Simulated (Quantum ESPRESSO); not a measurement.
# Calculated records

**La2Fe2Se2O3: which magnetic order is lowest**

It takes space group I4/mmm (No. 139, tetragonal). The conventional cell has a = 4.122 Å, b = 4.122 Å, c = 18.979 Å, α = 90.00°, β = 90.00°, γ = 90.00°. Nearest to La lie 4 O at 2.39 Å and 4 Se at 3.36 Å. Nearest to Fe lie 2 O at 2.06 Å and 4 Se at 2.77 Å. Nearest to Se lie 4 Fe at 2.77 Å and 4 La at 3.36 Å. Nearest to O lie 4 Fe at 2.06 Å. Nearest to O lie 4 La at 2.39 Å. Farther neighbours and most contacts between anions are not listed.

```
method                  : PBEsol with U = 4.5 eV on Fe d (ortho-atomic projectors); plane waves with GBRV 1.5 PBEsol potentials, no spin-orbit coupling, projections on orthogonalised atomic orbitals (and 2 further levels or steps)
program                 : Quantum ESPRESSO 7.5
settings of one run     : GBRV 1.5 PBEsol, cutoff 544.23 eV, 6×6×6 k-mesh, 59 bands, fermi-dirac occupations, smearing width 0.05 eV, collinear spin, SCF threshold 1.80e-8, Hubbard form dudarev, Hubbard projectors ortho-atomic, starting moments 0 0 4 -4 0 0 0 0 0 μB
cost                    : 4 runs, 50 min in all on 4 MPI ranks of Arm Neoverse V2, shared host (the runs of this entry)
lowest state found      : antiferromagnetic (from antiferro +-)
largest site moment     : 3.35 μB
next state with moments : ferromagnetic, 48.2 meV a seeded atom higher
```

The largest moment reads 3.35 μB in the sphere and 3.77 μB by Löwdin projection; a site moment hangs on how space is shared out. Only these 2 starts were compared; other wavevectors, canted and longer-period orders were not.

[Logs and program files are shortened in this print: banners, set-up blocks, solver, clock and traceback lines can be left out without a mark of their own.]

[Logs are printed without paths, hosts, clocks, repeated set-up lines and the standing remarks that a program may print on its own settings, such as how far it seeks lower states.]

[Hosts, paths, dates, database ids (printed as entryN), source tags and the programs' standing remarks are cut or masked in the printed files.]

[Where a cell is said to come from a database of computed structures, the database is the Materials Project.]
